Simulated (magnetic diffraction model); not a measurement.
# Magnetic neutron pattern of MgCr2TeSe3

Space group Imm2 (no. 44), a = 7.3510 Å, b = 7.5030 Å, c = 10.5920 Å.

```csv
site,atom,x,y,z
4c,Te,0.7023,1/2,0.4819
4d,Se,0,0.7181,0.2308
4c,Se,0.7822,1/2,0.0142
4d,Se,1/2,0.2893,0.2631
4d,Cr,0,0.2414,0.9975
4c,Cr,0.2507,1/2,0.2558
2a,Mg,1/2,1/2,0.8718
2b,Mg,0,1/2,0.6156
```

The compound is invented for this exercise: a known structure type with other elements, its cell scaled to their sizes and not relaxed.

Only Cr is taken to order (form factors of Cr3+); orders and moment sizes are assumed, and not adapted to the symmetry. Radiation: neutrons of λ = 1.8 Å, 5° to 40°; isotropic B of 0.32 Å² (Te), 0.4 Å² (Se), 0.54 Å² (Cr) and 0.68 Å² (Mg). Simulated constant-wavelength pattern: nuclear and magnetic terms add, the magnetic one as |2.695 fm × Σ f S⊥ exp(2πi Q·r) exp(−B s²)|², summed over all Q at one angle with the factor 1/(sin²θ cos θ). For collinear order S is the moment m, which repeats by lattice and centring translations R with the sign exp(−2πi k·R). Free-ion form factors, Sears's scattering lengths of 1992, no absorption; a label names one of the reflections at its angle. The strongest nuclear line in the range is 100, and lines under 0.2 are left out.

Assume the order k = (0 0 0), collinear moments along [010], 2.34 μB on Cr; signs + at (0, 0.2414, 0.9975), + at (0, 0.7586, 0.9975), − at (0.2507, 1/2, 0.2558), + at (0.7493, 1/2, 0.2558).

Q: Where does magnetic intensity appear, and how strong is it?

```csv
2θ (°),index,nuclear,magnetic
16.91,(0 1 1),24.2,0.0
17.14,(1 0 1),19.8,62.2
19.57,(0 0 2),1.3,11.5
19.74,(1 1 0),0.3,11.5
27.76,(0 2 0),4.0,0.0
27.93,(1 1 2),31.5,14.3
28.35,(2 0 0),14.2,4.6
32.73,(0 1 3),13.0,0.0
32.81,(1 2 1),16.1,6.8
32.85,(1 0 3),7.9,12.2
33.19,(2 1 1),16.2,0.0
34.20,(0 2 2),100.0,1.8
34.68,(2 0 2),92.6,5.2
39.74,(0 0 4),76.4,1.7
```

The strongest magnetic line in the range is (1 0 1) at 17.14° (62.2). On top of the Lorentz factor, which all lines share, magnetic lines fade with angle because f falls: for Cr3+ it is 0.90, 0.67, 0.42 and 0.11 at sin θ/λ = 0.1, 0.2, 0.3 and 0.5 Å⁻¹, while nuclear lengths stay constant. The net moment is 4.68 μB a primitive cell.

[Logs are printed without paths, hosts, clocks, repeated set-up lines and the standing remarks that a program may print on its own settings, such as how far it seeks lower states.]
